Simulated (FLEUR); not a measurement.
## free Fe(110) film, 3 layers: which magnetic order is lowest

Does free Fe(110) film, 3 layers prefer parallel or opposed moments?

Calculated with FLEUR MaX-R8.1; PBE; all-electron FLAPW film, Dirac cores, scalar-relativistic bands.

Most raw output is cut from this account.

## 1. The structure

The cell holds 3 atoms: 3 Fe. Its edges and angles: a = 2.482 Å, b = 2.482 Å, c = 18.053 Å, α = 90.0°, β = 90.0°, γ = 109.5°. Layers at typed spacings, unrelaxed. Vacuum lies along c.

## 2. Order 1, typed as ferro +++

The parallel start comes first: it shows whether parallel moments hold.

inpgen writes inp.xml from crystal.txt; cutoffs, mixing, functional, smearing and local orbitals are then set in the file. The k list default-1 (kpts.xml, not shown) is a Γ-centred 12×12×1 mesh; where the ranks do not divide the number of points, some are split in two of half the weight.

Input file inp.xml:

```
<?xml version="1.0" encoding="UTF-8" standalone="no"?>
<fleurInput fleurInputVersion="0.39">
   <comment>
      Fe
   </comment>
   <calculationSetup>
      <cutoffs Kmax="3.68" Gmax="11.0" GmaxXC="11.0" numbands="0"/>
      <scfLoop itmax="120" minDistance="0.00002" maxIterBroyd="15" imix="Anderson" alpha="0.03" precondParam="0.0" spinf="2.0" sdNocoIR="T"/>
      <coreElectrons ctail="T" frcor="F" kcrel="1" coretail_lmax="0"/>
      <xcFunctional name="pbe" relativisticCorrections="F"/>
      <magnetism jspins="2"/>
      <soc l_soc="F" theta="0.0" phi="0.0" spav="F"/>
      <expertModes spex="0" secvar="F"/>
      <geometryOptimization l_f="F" forcealpha="1.0" forcemix="BFGS" epsdisp="0.00001" epsforce="0.00001"/>
      <ldaU l_linMix="F" mixParam="0.05" spinf="1.0"/>
   </calculationSetup>
   <cell>
      <bzIntegration valenceElectrons="48.0" mode="hist" fermiSmearingEnergy="0.00183747">
         <kPointListSelection listName="default-1"/>
         <xi:include xmlns:xi="http://www.w3.org/2001/XInclude" href="kpts.xml"> </xi:include>
      </bzIntegration>
      <xi:include xmlns:xi="http://www.w3.org/2001/XInclude" href="sym.xml"> </xi:include>
      <filmLattice scale="1.0" dVac="12.92" dTilda="15.42">
         <bravaisMatrixFilm>
            <row-1>    2.7079775365518000    -3.8296584928783730</row-1>
            <row-2>    2.7079775365518000     3.8296584928783730</row-2>
         </bravaisMatrixFilm>
         <vacuumEnergyParameters vacuum="1" spinUp="-.25" spinDown="-.25"/>
      </filmLattice>
   </cell>
   <atomSpecies>
      <species name="Iron (Fe) 2.800" element="Fe" atomicNumber="26">
         <mtSphere radius="2.23" gridPoints="737" logIncrement="0.016"/>
         <atomicCutoffs lmax="8" lnonsphr="6"/>
         <electronConfig flipSpins="F">
            <coreConfig>(1s1/2) (2s1/2) (2p1/2) (2p3/2)</coreConfig>
            <valenceConfig>(3s1/2) (3p1/2) (3p3/2) (4s1/2) (3d3/2) (3d5/2)</valenceConfig>
            <stateOccupation state="(3d3/2)" spinUp="1.4" spinDown="1.0"/>
            <stateOccupation state="(3d5/2)" spinUp="3.0" spinDown="0.6"/>
         </electronConfig>
         <energyParameters s="4" p="4" d="3" f="4"/>
         <lo type="SCLO" l="0" n="3" eDeriv="0"/>
         <lo type="SCLO" l="1" n="3" eDeriv="0"/>
      </species>
   </atomSpecies>
   <atomGroups>
      <atomGroup species="Iron (Fe) 2.800">
         <filmPos label="                   1">.0000000000 .0000000000 -3.8297153215</filmPos>
         <filmPos label="                   3">.0000000000 .0000000000 3.8297153215</filmPos>
         <force calculate="T" relaxXYZ="TTT"/>
      </atomGroup>
      <atomGroup species="Iron (Fe) 2.800">
         <filmPos label="                   2">1.000/2.000 1.000/2.000 .0000000000</filmPos>
         <force calculate="T" relaxXYZ="TTT"/>
      </atomGroup>
   </atomGroups>
   <output dos="F" band="F" slice="F">
      <bandDOS minEnergy="-.5*Htr" maxEnergy="0.5*Htr" sigma="0.015" storeEVData="T"/>
      <plotting iplot="0" polar="F">
         <plot TwoD="T" vec1="  1.0  0.0  0.0" vec2="  0.0  1.0  0.0" vec3="  0.0  0.0  1.0" zero="  0.0  0.0 -0.5" file="plot"/>
      </plotting>
      <moessbauerParams electricFieldGradient="F" isomerShift="T" coreHyperfine="T" valenceHyperfine="T"/>
   </output>
</fleurInput>
```

Input file crystal.txt:

```
Fe
&input film=T cartesian=F /
1.43300000000  -2.02656800000  0.00000000000
1.43300000000  2.02656800000  0.00000000000
0.00000000000  0.00000000000  1.00000000000
1.8897261246
1.0 1.0 1.0

3
26 0.00000000000  0.00000000000  -3.82971532153 : 2.800
26 0.50000000000  0.50000000000  0.00000000000 : 2.800
26 0.00000000000  0.00000000000  3.82971532153 : 2.800

&kpt div1=12 div2=12 div3=1 gamma=T /
```

Command:

```console
$ OMP_NUM_THREADS=1 inpgen -f crystal.txt > inpgen.log  # inp.xml is then edited as shown
$ OMP_NUM_THREADS=1 mpirun -n 4 fleur_MPI > fleur.log
```

The job ended after 45 s (4 MPI ranks of Arm Neoverse V1, shared host; peak memory 0.31 GiB; 3 min of CPU time).

Spin moment in the muffin-tin sphere by atom:

```tsv
atom	spin moment in the muffin-tin sphere (μB)
Fe1	2.67
Fe2	2.50
Fe3	2.67
```

Read from the output:

| Quantity | Value |
| --- | --- |
| free energy | -103902.4130 eV |
| program's band gap on this mesh (in a metal only a level spacing) | 0.01602 eV |
| magnetization | 7.774 μB |
| final state | ferromagnetic |

After 34 cycles the largest moment stands at 2.67 μB.

## 3. Run 2 (ferri +-+)

An opposed order shows whether neighbours prefer unlike signs.

Edit inp.xml of step 2 so:

```diff
@@ -44,2 +44,15 @@
       </species>
+      <species name="Iron (Fe) -2.800" element="Fe" atomicNumber="26">
+         <mtSphere radius="2.23" gridPoints="737" logIncrement="0.016"/>
+         <atomicCutoffs lmax="8" lnonsphr="6"/>
+         <electronConfig flipSpins="F">
+            <coreConfig>(1s1/2) (2s1/2) (2p1/2) (2p3/2)</coreConfig>
+            <valenceConfig>(3s1/2) (3p1/2) (3p3/2) (4s1/2) (3d3/2) (3d5/2)</valenceConfig>
+            <stateOccupation state="(3d3/2)" spinUp="1.0" spinDown="1.4"/>
+            <stateOccupation state="(3d5/2)" spinUp="0.6" spinDown="3.0"/>
+         </electronConfig>
+         <energyParameters s="4" p="4" d="3" f="4"/>
+         <lo type="SCLO" l="0" n="3" eDeriv="0"/>
+         <lo type="SCLO" l="1" n="3" eDeriv="0"/>
+      </species>
    </atomSpecies>
@@ -51,3 +64,3 @@
       </atomGroup>
-      <atomGroup species="Iron (Fe) 2.800">
+      <atomGroup species="Iron (Fe) -2.800">
          <filmPos label="                   2">1.000/2.000 1.000/2.000 .0000000000</filmPos>
```

Edit crystal.txt of step 2 so:

```diff
@@ -10,3 +10,3 @@
 26 0.00000000000  0.00000000000  -3.82971532153 : 2.800
-26 0.50000000000  0.50000000000  0.00000000000 : 2.800
+26 0.50000000000  0.50000000000  0.00000000000 : -2.800
 26 0.00000000000  0.00000000000  3.82971532153 : 2.800
```

It took 56 s on 4 MPI ranks; peak memory 0.32 GiB; 3.8 min of CPU time.

Spin moment in the muffin-tin sphere by atom:

```tsv
atom	spin moment in the muffin-tin sphere (μB)
Fe1	2.45
Fe2	-2.17
Fe3	2.45
```

This step gave:

```
free energy                                                       : -103901.8142 eV
program's band gap on this mesh (in a metal only a level spacing) : 6.44e-4 eV
magnetization                                                     : 2.624 μB
final state                                                       : ferrimagnetic
```

It lies 200 meV a seeded atom over the first start, and its largest moment is 2.45 μB against 2.67 μB.

## 4. Order 3, typed as no spin polarisation

A spinless run gives the zero against which the gain from the moments is read.

Edit inp.xml of step 3 so:

```diff
@@ -10,3 +10,3 @@
       <xcFunctional name="pbe" relativisticCorrections="F"/>
-      <magnetism jspins="2"/>
+      <magnetism jspins="1"/>
       <soc l_soc="F" theta="0.0" phi="0.0" spav="F"/>
@@ -31,3 +31,3 @@
    <atomSpecies>
-      <species name="Iron (Fe) 2.800" element="Fe" atomicNumber="26">
+      <species name="Iron (Fe)" element="Fe" atomicNumber="26">
          <mtSphere radius="2.23" gridPoints="737" logIncrement="0.016"/>
@@ -37,17 +37,4 @@
             <valenceConfig>(3s1/2) (3p1/2) (3p3/2) (4s1/2) (3d3/2) (3d5/2)</valenceConfig>
-            <stateOccupation state="(3d3/2)" spinUp="1.4" spinDown="1.0"/>
-            <stateOccupation state="(3d5/2)" spinUp="3.0" spinDown="0.6"/>
-         </electronConfig>
-         <energyParameters s="4" p="4" d="3" f="4"/>
-         <lo type="SCLO" l="0" n="3" eDeriv="0"/>
-         <lo type="SCLO" l="1" n="3" eDeriv="0"/>
-      </species>
-      <species name="Iron (Fe) -2.800" element="Fe" atomicNumber="26">
-         <mtSphere radius="2.23" gridPoints="737" logIncrement="0.016"/>
-         <atomicCutoffs lmax="8" lnonsphr="6"/>
-         <electronConfig flipSpins="F">
-            <coreConfig>(1s1/2) (2s1/2) (2p1/2) (2p3/2)</coreConfig>
-            <valenceConfig>(3s1/2) (3p1/2) (3p3/2) (4s1/2) (3d3/2) (3d5/2)</valenceConfig>
-            <stateOccupation state="(3d3/2)" spinUp="1.0" spinDown="1.4"/>
-            <stateOccupation state="(3d5/2)" spinUp="0.6" spinDown="3.0"/>
+            <stateOccupation state="(3d3/2)" spinUp="1.200000" spinDown="1.200000"/>
+            <stateOccupation state="(3d5/2)" spinUp="1.800000" spinDown="1.800000"/>
          </electronConfig>
@@ -59,3 +46,3 @@
    <atomGroups>
-      <atomGroup species="Iron (Fe) 2.800">
+      <atomGroup species="Iron (Fe)">
          <filmPos label="                   1">.0000000000 .0000000000 -3.8297153215</filmPos>
@@ -64,3 +51,3 @@
       </atomGroup>
-      <atomGroup species="Iron (Fe) -2.800">
+      <atomGroup species="Iron (Fe)">
          <filmPos label="                   2">1.000/2.000 1.000/2.000 .0000000000</filmPos>
```

Input file crystal.txt:

```
Fe
&input film=T cartesian=F /
1.43300000000  -2.02656800000  0.00000000000
1.43300000000  2.02656800000  0.00000000000
0.00000000000  0.00000000000  1.00000000000
1.8897261246
1.0 1.0 1.0

3
26 0.00000000000  0.00000000000  -3.82971532153
26 0.50000000000  0.50000000000  0.00000000000
26 0.00000000000  0.00000000000  3.82971532153

&kpt div1=12 div2=12 div3=1 gamma=T /
```

Wall time 24 s (4 MPI ranks); peak memory 0.26 GiB; 96 s of CPU time.

This step gave:

```
free energy                                                       : -103900.5579 eV
program's band gap on this mesh (in a metal only a level spacing) : 3.51e-4 eV
final state                                                       : non-magnetic (no spin polarisation)
```

It lies 618 meV a seeded atom over the first start.

## 5. Ranking

Free energies are divided by the number of seeded atoms.

Orders:

```tsv
start	final state	typed order kept	energy over the lowest (meV a seeded atom)	largest sphere moment (μB)	net moment (μB a primitive cell)	mesh matched	CPU time (s)
ferro +++	ferromagnetic	yes	0	2.67	7.774	yes	178.2
ferri +-+	ferrimagnetic	yes	199.6	2.449	2.624	yes	225
no spin polarisation	non-magnetic	-	618.4	0	0	yes	96.3
```

## 6. Spin–orbit coupling, moments along z

Spin–orbit coupling ties the spins to the lattice and lets orbital moments form.

A new self-consistent run of the start ferro +++, with the moments along z.

Edit inp.xml of step 2 so:

```diff
@@ -6,3 +6,3 @@
    <calculationSetup>
-      <cutoffs Kmax="3.68" Gmax="11.0" GmaxXC="11.0" numbands="0"/>
+      <cutoffs Kmax="3.68" Gmax="11.0" GmaxXC="11.0" numbands="108"/>
       <scfLoop itmax="120" minDistance="0.00002" maxIterBroyd="15" imix="Anderson" alpha="0.03" precondParam="0.0" spinf="2.0" sdNocoIR="T"/>
@@ -11,3 +11,3 @@
       <magnetism jspins="2"/>
-      <soc l_soc="F" theta="0.0" phi="0.0" spav="F"/>
+      <soc l_soc="T" theta="0.0" phi="0.0" spav="F"/>
       <expertModes spex="0" secvar="F"/>
```

Edit crystal.txt of step 2 so:

```diff
@@ -13,2 +13,3 @@
 
+&soc 0.0000000 0.0000000 /
 &kpt div1=12 div2=12 div3=1 gamma=T /
```

The job ended after 3.2 min (4 MPI ranks; peak memory 0.53 GiB; 13 min of CPU time).

Spin moment in the muffin-tin sphere by atom:

```tsv
atom	spin moment in the muffin-tin sphere (μB)
Fe1	2.67
Fe2	2.49
Fe3	2.67
```

Numbers from this step:

```yaml
free_energy: -103902.4617 eV
program_s_band_gap_on_this_mesh_in_a_metal_only_a_level_spacing: 0 eV
magnetization: 7.768 μB
final_state: ferromagnetic
orbital_moment_along_the_spin: 0.05397 μB
```

Orbital moment in the sphere, along the spin axis by atom:

```tsv
atom	orbital moment in the sphere, along the spin axis (μB)
Fe1	0.0540
Fe2	0.0452
Fe3	0.0540
```

Fields along z, the direction of positive moments; semicore shells count as valence. Hyperfine fields at the nuclei:

```tsv
atom	core contact (T)	valence contact (T)	dipolar (T)	orbital (T)	sum (T)	density at the nucleus (e/bohr³)
Fe1	-64.62	36.03	3.714	2.931	-21.95	15154
Fe2	-62.21	26.92	0.5399	2.31	-32.43	15154
Fe3	-64.62	36.03	3.714	2.931	-21.95	15154
```

## 7. What came out

| Item | Value |
| --- | --- |
| lowest state found | ferromagnetic (typed ferro +++) |
| largest site spin moment | 2.67 μB |
| next finished state | ferrimagnetic, 200 meV a seeded atom higher |
| energy gained by spin polarisation | 618 meV a seeded atom |
| hyperfine field at Fe1, along its moment | -21.9 T |
| orbital moment on the atom of largest spin, along its spin (spin–orbit run) | 0.0540 μB |

What this shows: The lowest state found is ferromagnetic, reached from the start ferro +++, with moments up to 2.67 μB. The next finished state costs 200 meV a seeded atom. At Fe1 the core shells give -64.6 T and the valence and semicore s states 36.0 T along the moment, -10.7 T per μB together; orbital and dipolar parts add 6.6 T. Semilocal functionals tend to give too weak a core polarisation. The orbital moment is parallel to the spin. This is the lowest of 3 finished starts, no proof of the ground state.

[Logs and program files are shortened in this print: banners, set-up blocks, solver, clock and traceback lines can be left out without a mark of their own.]

[Logs are printed without paths, hosts, clocks, repeated set-up lines and the standing remarks that a program may print on its own settings, such as how far it seeks lower states.]

[Hosts, paths, dates, database ids (printed as entryN), source tags and the programs' standing remarks are cut or masked in the printed files.]

[Where a cell is said to come from a database of computed structures, the database is the Materials Project.]
